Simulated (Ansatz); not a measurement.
# SnTeSe monolayer, Janus: phonons and vibrational spectra

Wanted: phonon frequencies of SnTeSe monolayer, Janus and what follows from them.

Calculated with Ansatz 0.2.0; DFT PBE, scalar-relativistic, plane waves, PAW.

### Step 1. The starting structure

The cell holds 3 atoms: 1 Sn, 1 Se and 1 Te. Its edges and angles: a = 3.800 Å, b = 3.800 Å, c = 20.000 Å, α = 90.0°, β = 90.0°, γ = 120.0°. Vacuum lies along c.

### Step 2. Rough relaxation

A rough relaxation comes first, because large forces or stress need no tight tolerances yet.

The program solves this slab on a cell height of its own, 30.0 Å, in place of the one typed.

Input file input.yaml:

```yaml
crystal:
  lattice:
    - [3.8, 0.0, 0.0]
    - [-1.9, 3.2909, 0.0]
    - [0.0, 0.0, 20.0]
  atoms:
    - { symbol: Sn, position: [0.0, 0.0, 0.5] }
    - { symbol: Se, position: [0.333333, 0.666667, 0.575] }
    - { symbol: Te, position: [0.666667, 0.333333, 0.42] }
  periodic: [true, true, false]
kpoints:
  mp_grid: { grid: [6, 6, 1] }
hamiltonian:
  xc: pbe
scf:
  occupations: { method: gaussian, width: 0.1 }
output:
  forces: true
  stress: true
  eigenvalues: true
relax:
  adjacent_minimum: "off"
  f_tol: 0.05
  max_steps: 80
  cell: { stress_2d_tol: 0.02 }
```

The run is started by

```console
ansatz run input.yaml --threads 8 --pin off --max-ram 14336MiB --backend cpu --events-out ev --progress --plain --runs-dir out
```

Numbers of over 12 decimals in the logs are rounded to 6 here.

What it wrote:

```text
[...]
F+E_penalty+E_count = -18473.77205565 eV   max|allowed force component| = 8.826e-3 eV/Å   (the final SCF, on the basis selected at the relaxed cell)
  cell:  # Å, volume = 411.3708 Å³
    - [3.979154, 0, 0]
    - [-1.989577, 3.446049, 0]
    - [0, 0, 30.0]
  atoms:
    - { symbol: Sn, position: [2.4224936724643122e-18, 0, 0.335727] }
    - { symbol: Se, position: [0.333333, 0.666667, 0.387652] }
    - { symbol: Te, position: [0.666667, 0.333333, 0.273287] }
[key lines of the parts left out:]
SCF converged after 9 iterations
Free energy (F): -18473.772056 eV
Fermi energy:    -5.213193 eV
P = ½ c Tr σ = -0.0138 N/m
```

Wall time 8.9 s (8 threads of Arm Neoverse V2, shared host); peak memory 0.88 GiB.

Relaxation path:

| step | energy less that of the first step (eV) | largest force component (eV/Å) | volume (Å³) |
| --- | --- | --- | --- |
| 1 | 0.0000 | 2.9951 | 375.16 |
| 2 | -0.5838 | 0.5096 | 382.41 |
| 3 | -0.6688 | 0.3538 | 402.22 |
| 4 | -0.6472 | 0.7360 | 409.10 |
| 5 | -0.6847 | 0.0562 | 410.40 |
| 6 | -0.6849 | 0.0092 | 411.37 |
| 7* | -0.6865 | 0.0088 | 411.37 |

Relaxation steps marked * repeat the geometry before them on a plane-wave basis chosen anew for their cell, so energy and pressure can jump there. Relaxation step 4 was tried and not accepted.

The run keeps the 6 symmetry operations that it works with, so distortions that break them were not tested.

| cell as run | before | after | change |
| --- | --- | --- | --- |
| a (Å) | 3.800 | 3.979 | +4.7 % |
| b (Å) | 3.800 | 3.979 | +4.7 % |

The atoms that moved most (Å, along periodic axes as changes of fractional coordinates times the final cell, across vacuum about the mean position):

| atom | dx | dy | dz | length |
| --- | --- | --- | --- | --- |
| Te3 | 0.000 | 0.000 | -0.201 | 0.201 |
| Se2 | 0.000 | 0.000 | 0.130 | 0.130 |
| Sn1 | 0.000 | 0.000 | 0.072 | 0.072 |

Final coordinates:

```cif
data_structure
_symmetry_space_group_name_H-M 'P 1'
_symmetry_Int_Tables_number 1
_cell_length_a 3.9792
_cell_length_b 3.9792
_cell_length_c 30.0000
_cell_angle_alpha 90.000
_cell_angle_beta 90.000
_cell_angle_gamma 120.000
_cell_volume 411.37
loop_
_atom_site_label
_atom_site_type_symbol
_atom_site_fract_x
_atom_site_fract_y
_atom_site_fract_z
_atom_site_occupancy
Sn1 Sn 0.00000 0.00000 0.33573 1
Se2 Se 0.33333 0.66667 0.38765 1
Te3 Te 0.66667 0.33333 0.27329 1
```

Numbers from this step:

```
gap on the k-mesh : 0 eV
area per atom     : 4.571 Å²
```

The relaxation ends with a largest force component of 0.0088 eV/Å.

### Step 3. Bringing the structure to rest

Harmonic phonons are second derivatives at a point where the forces vanish, and they are wanted at zero stress, so atoms and cell are relaxed first.

Input file input.yaml:

```yaml
crystal:
  lattice:
    - [3.9791542015, 0.0, 0.0]
    - [-1.9895771008, 3.4460486241, 0.0]
    - [0.0, 0.0, 30.0]
  atoms:
    - { symbol: Sn, position: [0.0, 0.0, 0.3357269005] }
    - { symbol: Se, position: [0.3333333333, 0.6666666667, 0.3876522701] }
    - { symbol: Te, position: [0.6666666667, 0.3333333333, 0.273287496] }
  periodic: [true, true, false]
kpoints:
  mp_grid: { grid: [12, 12, 1] }
hamiltonian:
  xc: pbe
scf:
  occupations: { method: gaussian, width: 0.1 }
output:
  forces: true
  stress: true
  eigenvalues: true
  write_density: true
  write_potential: true
  elf: true
  volumetric_format: npy
relax:
  adjacent_minimum: "off"
  f_tol: 0.005
  max_steps: 80
  cell: { stress_2d_tol: 0.02 }
```

What it wrote:

```text
[...]
Crystal: 3 atoms, lattice volume = 411.371 Å³
Basis set: ecut = 420 eV, 8117 PW (Γ), exchange–correlation on 54×54×432 points (8 copies of the dense FFT grid, shifted against one another)
Bands: 28, of which v1, the nominal top of the filled ones, is band 23 counted from 1 (22 counted from 0)
Symmetry: 6 space group operations
[...]
k-points: 19 of 144 (time reversal used)
[...]
SCF iter   1: F=—  HF=-18473.785675 eV  |F-HF|=—  |Δ(HF+E_count)|=         —  Δρ=1.89e-3  dr2=1.72e-1  ethr=1.77e-3  ⟨swp⟩=14.7  Hψ=3700  notcnv=0
[...]
SCF iter   7: F=-18473.774258 eV  HF=-18473.774257 eV  |F-HF|=6.28e-8  |Δ(HF+E_count)|=   1.33e-7  Δρ=2.55e-6  dr2=3.74e-8  ethr=2.17e-10  ⟨swp⟩=21.1  Hψ=5416  notcnv=0
SCF 1 converged in 7 iterations: F = -18473.774258 eV  dr2 = 3.74e-8
[...]
relax step   1: F+E_penalty+E_count = -18473.77425754 eV  Δ(F+E_penalty+E_count) = +0.000e0 eV  max|allowed force component| = 1.366e-1 eV/Å  Δτ_max = 0.0000 Å  P = +0.024 N/m  Ω = 411.371 Å³  fix = [c, alpha, beta]  reactions: c +0.000 N/m  (7 SCF iters, dr2 threshold 1.00e-7 eV, accepted)
Crystal: 3 atoms, lattice volume = 412.867 Å³
Basis set: ecut = 420 eV, 8153 PW (Γ), exchange–correlation on 54×54×432 points (8 copies of the dense FFT grid, shifted against one another)
[...]
SCF iter   6: F=-18473.775770 eV  HF=-18473.775770 eV  |F-HF|=2.56e-8  |Δ(HF+E_count)|=   1.01e-7  Δρ=2.27e-6  dr2=2.89e-8  ethr=6.52e-10  ⟨swp⟩=14.7  Hψ=4722  notcnv=0
SCF 2 converged in 6 iterations: F = -18473.775770 eV  dr2 = 2.89e-8
relax step   2: F+E_penalty+E_count = -18473.77577046 eV  Δ(F+E_penalty+E_count) = -1.513e-3 eV  max|allowed force component| = 4.743e-2 eV/Å  Δτ_max = 0.0241 Å  P = +0.132 N/m  Ω = 412.867 Å³  energy of the carried Pulay correction = -6.157e-5 eV  fix = [c, alpha, beta]  reactions: c +0.000 N/m  (6 SCF iters, dr2 threshold 3.00e-7 eV, accepted)
Crystal: 3 atoms, lattice volume = 413.335 Å³
Basis set: ecut = 420 eV, 8177 PW (Γ), exchange–correlation on 54×54×432 points (8 copies of the dense FFT grid, shifted against one another)
[...]
SCF iter   4: F=-18473.775910 eV  HF=-18473.775910 eV  |F-HF|=7.71e-10  |Δ(HF+E_count)|=   4.02e-7  Δρ=3.61e-6  dr2=1.37e-7  ethr=3.06e-10  ⟨swp⟩=17.4  Hψ=5660  notcnv=0
SCF 3 converged in 4 iterations: F = -18473.775910 eV  dr2 = 1.37e-7
relax step   3: F+E_penalty+E_count = -18473.77590995 eV  Δ(F+E_penalty+E_count) = -1.395e-4 eV  max|allowed force component| = 4.007e-2 eV/Å  Δτ_max = 0.0071 Å  P = -0.002 N/m  Ω = 413.335 Å³  energy of the carried Pulay correction = -8.077e-5 eV  fix = [c, alpha, beta]  reactions: c -0.000 N/m  (4 SCF iters, dr2 threshold 1.41e-7 eV, accepted)
[...]
relax step   4: F+E_penalty+E_count = -18473.77598544 eV  Δ(F+E_penalty+E_count) = -7.549e-5 eV  max|allowed force component| = 1.774e-2 eV/Å  Δτ_max = 0.0054 Å  P = -0.016 N/m  Ω = 413.946 Å³  energy of the carried Pulay correction = -1.058e-4 eV  fix = [c, alpha, beta]  reactions: c -0.000 N/m  (4 SCF iters, dr2 threshold 1.00e-7 eV, accepted)
[...]
relax step   5: F+E_penalty+E_count = -18473.77601448 eV  Δ(F+E_penalty+E_count) = -2.904e-5 eV  max|allowed force component| = 1.809e-4 eV/Å  Δτ_max = 0.0012 Å  P = -0.000 N/m  Ω = 413.717 Å³  energy of the carried Pulay correction = -9.641e-5 eV  fix = [c, alpha, beta]  reactions: c -0.000 N/m  (4 SCF iters, dr2 threshold 1.97e-8 eV, accepted)
[...]
SCF iter   8: F=-18473.776116 eV  HF=-18473.776116 eV  |F-HF|=3.13e-10  |Δ(HF+E_count)|=   1.73e-9  Δρ=5.63e-9  dr2=1.87e-13  ethr=1.00e-12  ⟨swp⟩=13.2  Hψ=3258  notcnv=0
SCF 6 converged in 8 iterations: F = -18473.776116 eV  dr2 = 1.87e-13
relax step   6: F+E_penalty+E_count = -18473.77611644 eV  Δ(F+E_penalty+E_count) = -1.020e-4 eV  max|allowed force component| = 1.949e-4 eV/Å  Δτ_max = 0.0000 Å  P = -0.000 N/m  Ω = 413.717 Å³  fix = [c, alpha, beta]  reactions: c -0.000 N/m  stress off target by 4.01e-4 N/m on what of the cell is left free  SCF on the basis re-selected at this cell (its energy is not comparable with the rows above)  (8 SCF iters)
[...]
SCF converged after 8 iterations
Free energy (F): -18473.776116 eV
[...]
Internal energy: -18473.769887 eV  (E = F + TS)
E sigma→0 (E₀):  -18473.773002 eV
Entropy (-TS):   -0.006229 eV (-2.076 meV/atom)
Fermi energy:    -5.222227 eV
[...]
--- Forces (eV/Å), atoms counted from 1 ---
  atom   1  Sn     0.00000000     0.00000000     0.00019490
  atom   2  Se    -0.00000000    -0.00000000    -0.00017232
  atom   3  Te     0.00000000    -0.00000000    -0.00002251
  max |Σ_I F_I| component: 6.87e-8 eV/Å
--- 2D stress c σ (N/m, compression-positive) ---
       -0.000401      -0.000000      -0.000000
       -0.000000      -0.000401       0.000000
       -0.000000       0.000000      -0.000000
  P = ½ c Tr σ = -0.0004 N/m
--- Band table (eV; the first three rows and the last of 19) ---
  k-point 0: bands = [... 19 lower, -6.4008, -6.4008, -5.1498, -5.1498, -4.5731, -2.5091, -1.6517, -1.6517, ... 1 higher]
  k-point 1: bands = [... 19 lower, -6.8377, -6.5332, -5.6897, -5.1930, -4.1790, -2.2007, -1.6727 (-1.6727°), -1.5019, ... 1 higher]
  k-point 2: bands = [... 19 lower, -6.8508, -6.8473, -6.5024, -5.3195, -3.9203, -2.2351, -1.1576 (-1.1576°), -1.0139, ... 1 higher]
  k-point 18: bands = [... 19 lower, -9.0028, -8.8070, -6.6599, -6.3930, -4.4671, -1.3218, -0.7845, -0.0757, ... 1 higher]
  ° read free of the cell's end (the report's vacuum.weakly_bound_levels)
--- Relaxed structure (5 steps of the walk, 5 accepted, 1 SCFs on fresh bases) ---
[...]
cell:  # Å, volume = 413.7167 Å³
    - [3.990484, 2.8949777095153802e-11, 0]
    - [-1.995242, 3.455861, 0]
    - [0, 0, 30.0]
  atoms:
    - { symbol: Sn, position: [-4.290759103548744e-19, 1.0726897759343603e-19, 0.335342] }
    - { symbol: Se, position: [0.333333, 0.666667, 0.387388] }
    - { symbol: Te, position: [0.666667, 0.333333, 0.273936] }
```

It took 18 s on 8 threads; peak memory 1.1 GiB; 2.3 min of CPU time.

Relaxation path:

```
step  energy less that of the first step (eV)  largest force component (eV/Å)  volume (Å³)
   1                                   0.0000                          0.1366       411.37
   2                                  -0.0015                          0.0474       412.87
   3                                  -0.0017                          0.0401       413.34
   4                                  -0.0017                          0.0177       413.95
   5                                  -0.0018                          0.0002       413.72
  6*                                  -0.0019                          0.0002       413.72
```

Relaxation steps marked * repeat the geometry before them on a plane-wave basis chosen anew for their cell, so energy and pressure can jump there.

Forces are held to the 6 operations that the run works with; a distortion that breaks them can't arise in this run.

```
cell as run  before  after  change
      a (Å)   3.979  3.990  +0.3 %
      b (Å)   3.979  3.990  +0.3 %
```

The atoms that moved most (Å, along periodic axes as changes of fractional coordinates times the final cell, across vacuum about the mean position):

```csv
atom,dx,dy,dz,length
Te3,0.000,0.000,0.019,0.019
Sn1,0.000,0.000,-0.012,0.012
Se2,0.000,0.000,-0.008,0.008
```

The relaxed structure:

```xyz
3
Lattice="3.9905 0.0000 0.0000 -1.9952 3.4559 0.0000 0.0000 0.0000 30.0000" Properties=species:S:1:pos:R:3
Sn    0.0000    0.0000   10.0603
Se    0.0000    2.3039   11.6216
Te    1.9952    1.1520    8.2181
```

Numbers from this step:

* area per atom: 4.597 Å²

Valence density in the ac plane at fractional y = 0.000, with atoms of Sn within 0.2 Å of it. It is the smooth field of the valence electrons, not physical close to the nuclei.

Values in units of 1e0 e/Å³, 24 rows by 14 columns, each cell a mean:
```
0.0 0.0 0.0 0.0 0.0 0.0 0.0 0.0 0.0 0.0 0.0 0.0 0.0 0.0
0.0 0.0 0.0 0.0 0.0 0.0 0.0 0.0 0.0 0.0 0.0 0.0 0.0 0.0
0.0 0.0 0.0 0.0 0.0 0.0 0.0 0.0 0.0 0.0 0.0 0.0 0.0 0.0
0.0 0.0 0.0 0.0 0.0 0.0 0.0 0.0 0.0 0.0 0.0 0.0 0.0 0.0
0.0 0.0 0.0 0.0 0.0 0.0 0.0 0.0 0.0 0.0 0.0 0.0 0.0 0.0
0.0 0.0 0.0 0.0 0.0 0.0 0.0 0.0 0.0 0.0 0.0 0.0 0.0 0.0
0.0 0.0 0.0 0.0 0.0 0.0 0.0 0.0 0.0 0.0 0.0 0.0 0.0 0.0
0.0 0.0 0.0 0.0 0.0 0.0 0.0 0.0 0.0 0.0 0.0 0.0 0.0 0.0
0.0 0.0 0.0 0.0 0.0 0.0 0.0 0.0 0.0 0.0 0.0 0.0 0.0 0.0
0.0 0.0 0.0 0.0 0.0 0.0 0.0 0.0 0.0 0.0 0.0 0.0 0.0 0.0
0.0 0.0 0.0 0.0 0.0 0.0 0.0 0.0 0.0 0.0 0.0 0.0 0.0 0.0
0.0 0.0 0.0 0.0 0.0 0.0 0.0 0.0 0.0 0.0 0.0 0.0 0.0 0.0
0.0 0.0 0.0 0.0 0.0 0.0 0.0 0.0 0.0 0.0 0.0 0.0 0.0 0.0
0.0 0.0 0.0 0.0 0.0 0.0 0.0 0.0 0.0 0.0 0.0 0.0 0.0 0.0
0.1 0.1 0.1 0.1 0.1 0.2 0.2 0.3 0.2 0.2 0.1 0.1 0.1 0.1
7.3 4.8 1.7 0.5 0.2 0.2 0.1 0.1 0.2 0.2 0.3 0.7 2.5 5.6
3.4 2.3 0.9 0.4 0.2 0.2 0.2 0.2 0.2 0.2 0.3 0.5 1.3 2.6
0.1 0.1 0.1 0.1 0.2 0.2 0.3 0.3 0.3 0.2 0.2 0.1 0.1 0.1
0.0 0.0 0.0 0.0 0.0 0.0 0.1 0.1 0.1 0.0 0.0 0.0 0.0 0.0
0.0 0.0 0.0 0.0 0.0 0.0 0.0 0.0 0.0 0.0 0.0 0.0 0.0 0.0
0.0 0.0 0.0 0.0 0.0 0.0 0.0 0.0 0.0 0.0 0.0 0.0 0.0 0.0
0.0 0.0 0.0 0.0 0.0 0.0 0.0 0.0 0.0 0.0 0.0 0.0 0.0 0.0
0.0 0.0 0.0 0.0 0.0 0.0 0.0 0.0 0.0 0.0 0.0 0.0 0.0 0.0
0.0 0.0 0.0 0.0 0.0 0.0 0.0 0.0 0.0 0.0 0.0 0.0 0.0 0.0
```
Columns run along a (4.0 Å), rows up along c (30.0 Å). Atoms in or near the plane, at fractional coordinates: Sn at (0.00, 0.34).

ELF in the ac plane at fractional y = 0.000, with atoms of Sn within 0.2 Å of it. It is the smooth field of the valence electrons, not physical close to the nuclei.

Ten even steps from '_' (0.00) to '@' (0.69), each cell a mean:
```
____________________________
____________________________
____________________________
____________________________
____________________________
____________________________
____________________________
____________________________
____________________________
____________________________
____________________________
____________________________
____________________________
______..::==****++==::______
....::==##@@@@@@@@%%**--::..
....--====++======++====::..
::::==++++**++++****++==--::
....::++%%@@@@@@@@@@##==::..
______::==**######++--..____
____________________________
____________________________
____________________________
____________________________
____________________________
```
Columns run along a (4.0 Å), rows up along c (30.0 Å). Atoms in or near the plane, at fractional coordinates: Sn at (0.00, 0.34).

Electrostatic potential energy in the ac plane at fractional y = 0.000, with atoms of Sn within 0.2 Å of it. With pseudopotentials it is smooth inside the atoms' cores, unlike the true potential.

Ten even steps from '_' (-9.97 × 1e0 eV) to '@' (0.18 × 1e0 eV), each cell a mean:
```
@@@@@@@@@@@@@@@@@@@@@@@@@@@@
@@@@@@@@@@@@@@@@@@@@@@@@@@@@
@@@@@@@@@@@@@@@@@@@@@@@@@@@@
@@@@@@@@@@@@@@@@@@@@@@@@@@@@
@@@@@@@@@@@@@@@@@@@@@@@@@@@@
@@@@@@@@@@@@@@@@@@@@@@@@@@@@
@@@@@@@@@@@@@@@@@@@@@@@@@@@@
@@@@@@@@@@@@@@@@@@@@@@@@@@@@
@@@@@@@@@@@@@@@@@@@@@@@@@@@@
@@@@@@@@@@@@@@@@@@@@@@@@@@@@
@@@@@@@@@@@@@@@@@@@@@@@@@@@@
@@@@@@@@@@@@@@@@@@@@@@@@@@@@
@@@@@@@@@@@@@@@@@@@@@@@@@@@@
@@@@@@@@@@@@@@@@@@@@@@@@@@@@
++****##**++======**####****
++==____::++******==..__..==
--::__..--++++++++==::....--
######**++--....::==**######
@@@@@@@@%%%%%%%%%%%%%%@@@@@@
@@@@@@@@@@@@@@@@@@@@@@@@@@@@
@@@@@@@@@@@@@@@@@@@@@@@@@@@@
@@@@@@@@@@@@@@@@@@@@@@@@@@@@
@@@@@@@@@@@@@@@@@@@@@@@@@@@@
@@@@@@@@@@@@@@@@@@@@@@@@@@@@
```
Columns run along a (4.0 Å; values clipped at the 3rd and 97th percentile), rows up along c (30.0 Å). Atoms in or near the plane, at fractional coordinates: Sn at (0.00, 0.34).

(Part 1 of 3 ends here.)

[Logs are printed without paths, hosts, clocks, repeated set-up lines and the standing remarks that a program may print on its own settings, such as how far it seeks lower states.]

[Hosts, paths, dates, database ids (printed as entryN), source tags and the programs' standing remarks are cut or masked in the printed files.]
